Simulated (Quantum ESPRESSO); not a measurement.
**MnNi3: which magnetic order is lowest**

Does MnNi3 prefer parallel or opposed moments, or none?

Program: Quantum ESPRESSO 7.5. Level of theory: PBEsol; plane waves with GBRV 1.5 PBEsol potentials, no spin-orbit coupling. Results are calculated unless marked as measured.

Report form: the programs' logs are mostly left out.

## (1) Set-up

It takes space group Pm-3m (No. 221, cubic). The conventional cell has a = 3.593 Å, b = 3.593 Å, c = 3.593 Å, α = 90.00°, β = 90.00°, γ = 90.00°. Nearest to Mn lie 12 Ni at 2.54 Å. Ni has 4 Mn at 2.54 Å and 8 Ni at 2.54 Å nearest. Farther neighbours are not listed.

The cell comes from the Crystallography Open Database.

## (2) Start 1: ferro ++++

The signs are those of the starting moments on the seeded atoms, the atoms that are given a moment.

pw.in

```
&CONTROL
  calculation = 'scf'
  prefix = 'pwscf'
  outdir = './tmp'
  pseudo_dir = './pseudo'
  disk_io = 'nowf'
/
&SYSTEM
  ibrav = 0
  nat = 4
  ntyp = 2
  ecutwfc = 40
  ecutrho = 280
  nbnd = 48
  occupations = 'smearing'
  smearing = 'fd'
  degauss = 0.00734986
  nspin = 2
  starting_magnetization(1) = 0.2333
  starting_magnetization(2) = 0.0556
/
&ELECTRONS
  conv_thr = 8d-09
  electron_maxstep = 150
  mixing_beta = 0.3
/
ATOMIC_SPECIES
Mn     54.9380 mn_pbesol_v1.5.uspp.F.UPF
Ni     58.6934 ni_pbesol_v1.4.uspp.F.UPF
CELL_PARAMETERS angstrom
   3.5930000000    0.0000000000    0.0000000000
   0.0000000000    3.5930000000    0.0000000000
   0.0000000000    0.0000000000    3.5930000000
ATOMIC_POSITIONS crystal
Mn      0.0000000000    0.0000000000    0.0000000000
Ni      0.0000000000    0.5000000000    0.5000000000
Ni      0.5000000000    0.0000000000    0.5000000000
Ni      0.5000000000    0.5000000000    0.0000000000
K_POINTS automatic
8 8 8 0 0 0
```

Launch:

```bash
$ OMP_NUM_THREADS=1 mpirun -n 4 pw.x -nk 4 -in pw.in > pw.out
```

Elapsed: 28 s, on 4 MPI ranks of Intel Xeon Platinum 8488C (Sapphire Rapids), shared host; peak memory 0.43 GiB; 1.8 min of CPU time.

Spin moment in the atom's sphere by atom:

```
atom  spin moment in the atom's sphere (μB)
 Mn1                                   3.20
 Ni2                                   0.56
 Ni3                                   0.56
 Ni4                                   0.56
```

This step gave:

- smearing term TS: 0.1443 eV
- magnetization: 4.863 μB
- absolute magnetization: 5.252 μB
- final state: ferromagnetic

Spin density in the ac plane at fractional y = 0.000, with atoms of Mn and Ni within 0.2 Å of it.

Ten even steps from '_' (0.0 e/Å³) to '@' (5.1 e/Å³), each cell a mean:
```
%%++::__________________--**
==::____________________..--
..__________________________
____________________________
____________________________
______________::____________
____________::--::__________
____________..::____________
____________________________
____________________________
____________________________
::..______________________::
##++..__________________::++
@@##::________________..==%%
```
Columns run along a (3.6 Å), rows up along c (3.6 Å). Atoms in or near the plane, at fractional coordinates: Mn at (0.00, 0.00), Ni at (0.50, 0.50).

Valence density in the ac plane at fractional y = 0.000, with atoms of Mn and Ni within 0.2 Å of it. It is the smooth field of the valence electrons, not physical close to the nuclei.

Values in e/Å³, 14 rows by 14 columns, each cell a mean:
```
17 14  4  1  0  0  0  0  0  0  0  1  7 16
 9  6  2  1  0  0  0  0  0  0  0  1  3  7
 2  1  1  0  0  0  0  0  0  0  0  0  1  1
 0  0  0  0  0  1  1  1  1  0  0  0  0  0
 0  0  0  0  1  2  4  6  4  1  0  0  0  0
 0  0  0  0  1  7 20 28 17  4  1  0  0  0
 0  0  0  0  2 12 33 38 28  6  1  0  0  0
 0  0  0  0  1  8 25 33 20  4  1  0  0  0
 0  0  0  0  1  3  8 12  7  2  1  0  0  0
 0  0  0  0  0  1  1  2  1  1  0  0  0  0
 1  1  0  0  0  0  0  0  0  0  0  0  1  1
 6  4  1  0  0  0  0  0  0  0  0  1  2  4
16 12  4  1  0  0  0  0  0  0  0  1  6 14
11 16  6  1  0  0  0  0  0  0  0  2  9 17
```
Columns run along a (3.6 Å), rows up along c (3.6 Å). Atoms in or near the plane, at fractional coordinates: Mn at (0.00, 0.00), Ni at (0.50, 0.50).

## (3) Run 2 (ferri ++−−)

pw.in

```
&CONTROL
  calculation = 'scf'
  prefix = 'pwscf'
  outdir = './tmp'
  pseudo_dir = './pseudo'
  disk_io = 'nowf'
/
&SYSTEM
  ibrav = 0
  nat = 4
  ntyp = 3
  ecutwfc = 40
  ecutrho = 280
  nbnd = 46
  occupations = 'smearing'
  smearing = 'fd'
  degauss = 0.00734986
  nspin = 2
  starting_magnetization(1) = 0.2333
  starting_magnetization(2) = 0.0556
  starting_magnetization(3) = -0.0556
/
&ELECTRONS
  conv_thr = 8d-09
  electron_maxstep = 150
  mixing_beta = 0.3
/
ATOMIC_SPECIES
Mn     54.9380 mn_pbesol_v1.5.uspp.F.UPF
Ni1    58.6934 ni_pbesol_v1.4.uspp.F.UPF
Ni2    58.6934 ni_pbesol_v1.4.uspp.F.UPF
CELL_PARAMETERS angstrom
   3.5930000000    0.0000000000    0.0000000000
   0.0000000000    3.5930000000    0.0000000000
   0.0000000000    0.0000000000    3.5930000000
ATOMIC_POSITIONS crystal
Mn      0.0000000000    0.0000000000    0.0000000000
Ni1     0.0000000000    0.5000000000    0.5000000000
Ni2     0.5000000000    0.0000000000    0.5000000000
Ni2     0.5000000000    0.5000000000    0.0000000000
K_POINTS automatic
8 8 8 0 0 0
```

Elapsed: 60 s, on 4 MPI ranks; peak memory 0.5 GiB; 4 min of CPU time.

Spin moment in the atom's sphere by atom:

```
atom  spin moment in the atom's sphere (μB)
 Mn1                                   3.20
 Ni2                                   0.56
 Ni3                                   0.56
 Ni4                                   0.56
```

Read from the output:

* smearing term TS: 0.1443 eV
* magnetization: 4.863 μB
* absolute magnetization: 5.252 μB
* final state: ferromagnetic

The typed signs were not kept.

Spin density in the ac plane at fractional y = 0.000, with atoms of Mn and Ni within 0.2 Å of it.

Ten even steps from '0' (0.0 e/Å³) to '9' (5.1 e/Å³), each cell a mean:
```
85200000000036
42000000000013
10000000000000
00000000000000
00000000000000
00000002000000
00000023200000
00000012000000
00000000000000
00000000000000
00000000000000
21000000000002
75100000000025
97200000000148
```
Columns run along a (3.6 Å), rows up along c (3.6 Å). Atoms in or near the plane, at fractional coordinates: Mn at (0.00, 0.00), Ni at (0.50, 0.50).

Valence density in the ac plane at fractional y = 0.000, with atoms of Mn and Ni within 0.2 Å of it. It is the smooth field of the valence electrons, not physical close to the nuclei.

Ten even steps from '_' (0 e/Å³) to '@' (38 e/Å³), each cell a mean:
```
==--..__________________..==
::..______________________..
____________________________
____________________________
____________....____________
__________..++##==__________
__________--%%@@##..________
__________::**%%++..________
____________::--..__________
____________________________
____________________________
..________________________..
==--____________________..--
::==..__________________::==
```
Columns run along a (3.6 Å), rows up along c (3.6 Å). Atoms in or near the plane, at fractional coordinates: Mn at (0.00, 0.00), Ni at (0.50, 0.50).

## (4) Run 3 (ferri +−−−)

pw.in

```
&CONTROL
  calculation = 'scf'
  prefix = 'pwscf'
  outdir = './tmp'
  pseudo_dir = './pseudo'
  disk_io = 'nowf'
/
&SYSTEM
  ibrav = 0
  nat = 4
  ntyp = 2
  ecutwfc = 40
  ecutrho = 280
  nbnd = 45
  occupations = 'smearing'
  smearing = 'fd'
  degauss = 0.00734986
  nspin = 2
  starting_magnetization(1) = 0.2333
  starting_magnetization(2) = -0.0556
/
&ELECTRONS
  conv_thr = 8d-09
  electron_maxstep = 150
  mixing_beta = 0.3
/
ATOMIC_SPECIES
Mn     54.9380 mn_pbesol_v1.5.uspp.F.UPF
Ni     58.6934 ni_pbesol_v1.4.uspp.F.UPF
CELL_PARAMETERS angstrom
   3.5930000000    0.0000000000    0.0000000000
   0.0000000000    3.5930000000    0.0000000000
   0.0000000000    0.0000000000    3.5930000000
ATOMIC_POSITIONS crystal
Mn      0.0000000000    0.0000000000    0.0000000000
Ni      0.0000000000    0.5000000000    0.5000000000
Ni      0.5000000000    0.0000000000    0.5000000000
Ni      0.5000000000    0.5000000000    0.0000000000
K_POINTS automatic
8 8 8 0 0 0
```

Wall time 37 s (4 MPI ranks); peak memory 0.41 GiB.

Spin moment in the atom's sphere by atom:

```
atom  spin moment in the atom's sphere (μB)
 Mn1                                   3.20
 Ni2                                   0.56
 Ni3                                   0.56
 Ni4                                   0.56
```

This step gave:

| Property | Result |
| --- | --- |
| smearing term TS | 0.1443 eV |
| magnetization | 4.863 μB |
| absolute magnetization | 5.253 μB |
| final state | ferromagnetic |

The typed signs were not kept.

## (5) Run 4 (no spin polarisation)

pw.in, as its differences from that of step 4:

```diff
@@ -13,3 +13,3 @@
   ecutrho = 280
-  nbnd = 45
+  nbnd = 44
   occupations = 'smearing'
@@ -17,5 +17,2 @@
   degauss = 0.00734986
-  nspin = 2
-  starting_magnetization(1) = 0.2333
-  starting_magnetization(2) = -0.0556
 /
```

The job ended after 12 s (4 MPI ranks; peak memory 0.36 GiB).

Read from the output:

- smearing term TS: 0.3377 eV
- final state: non-magnetic (no spin polarisation)

## (6) Ranking

An order is kept where moments of 0.15 μB or more survive with the typed signs; meshes match where a doubled cell samples the same k points as the first cell.

Orders:

```
               start    final state  typed order kept  energy over the lowest (meV a seeded atom)  largest site moment (μB)  net moment (μB a cell of the first run)  mesh matched  CPU time (s)
          ferro ++++  ferromagnetic               yes                                           0                     3.197                                    4.863           yes         110.7
          ferri ++--  ferromagnetic                no                                           0                     3.197                                    4.863           yes         237.8
          ferri +---  ferromagnetic                no                                           0                     3.197                                    4.863           yes         148.5
no spin polarisation   non-magnetic                 -                                       257.1                         0                                        0           yes         47.29
```

## (7) Outcome

| Quantity | Value |
| --- | --- |
| lowest state found | ferromagnetic (from ferro ++++, ferri ++-- and ferri +---) |
| largest site moment | 3.20 μB |
| state without moments | 257 meV a seeded atom higher |

In words: 2 starts left the typed signs, so such an energy belongs to the state reached, not the one typed. This is the lowest of 4 collinear or spinless starts, no proof of the ground state. Energies are free energies at an electronic temperature of 1160 K, which lowers moments and differences where the moments are itinerant.

[Logs and program files are shortened in this print: banners, set-up blocks, solver, clock and traceback lines can be left out without a mark of their own.]

[Logs are printed without paths, hosts, clocks, repeated set-up lines and the standing remarks that a program may print on its own settings, such as how far it seeks lower states.]

[Hosts, paths, dates, database ids (printed as entryN), source tags and the programs' standing remarks are cut or masked in the printed files.]

[Where a cell is said to come from a database of computed structures, the database is the Materials Project.]
